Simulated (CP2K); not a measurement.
The N K edge of 2-silyloxazole was computed by TDDFT (CP2K XAS_TDP, aug-pc-1, TDA) at these levels: BHandHLYP, PBEh(45%) and PBEh(45%) + GW2X. The first three lines of N3 (bonded to 2 C) with a strength over 0.0015, energy in eV and strength:

```csv
run,first,second,third
1,397.00 (0.055),400.74 (0.005),401.78 (0.003)
2,399.49 (0.051),402.86 (0.005),403.97 (0.002)
3,394.82 (0.051),398.19 (0.005),399.30 (0.002)
```

Q: Which run is which?

Run 1: BHandHLYP (50 % exact exchange). Run 2: PBEh(45%) + GW2X (45 % exact exchange). Run 3: PBEh(45%) (45 % exact exchange). Self-interaction lifts the core level, so the uncorrected lines rise with the share of exact exchange. The GW2X run keeps the spacings of its parent: 3.37 eV between the first two lines in run 2, 3.37 eV in run 3. Its shift is +4.67 eV, since the Kohn–Sham level at this share of exchange lies that far above the quasiparticle level.

[Banner, clock and machine lines of the logs are left out without a mark of their own.]

[Logs are printed without paths, hosts, clocks, repeated set-up lines and the standing remarks that a program may print on its own settings, such as how far it seeks lower states.]

[Hosts, paths, dates, database ids (printed as entryN), source tags and the programs' standing remarks are cut or masked in the printed files.]
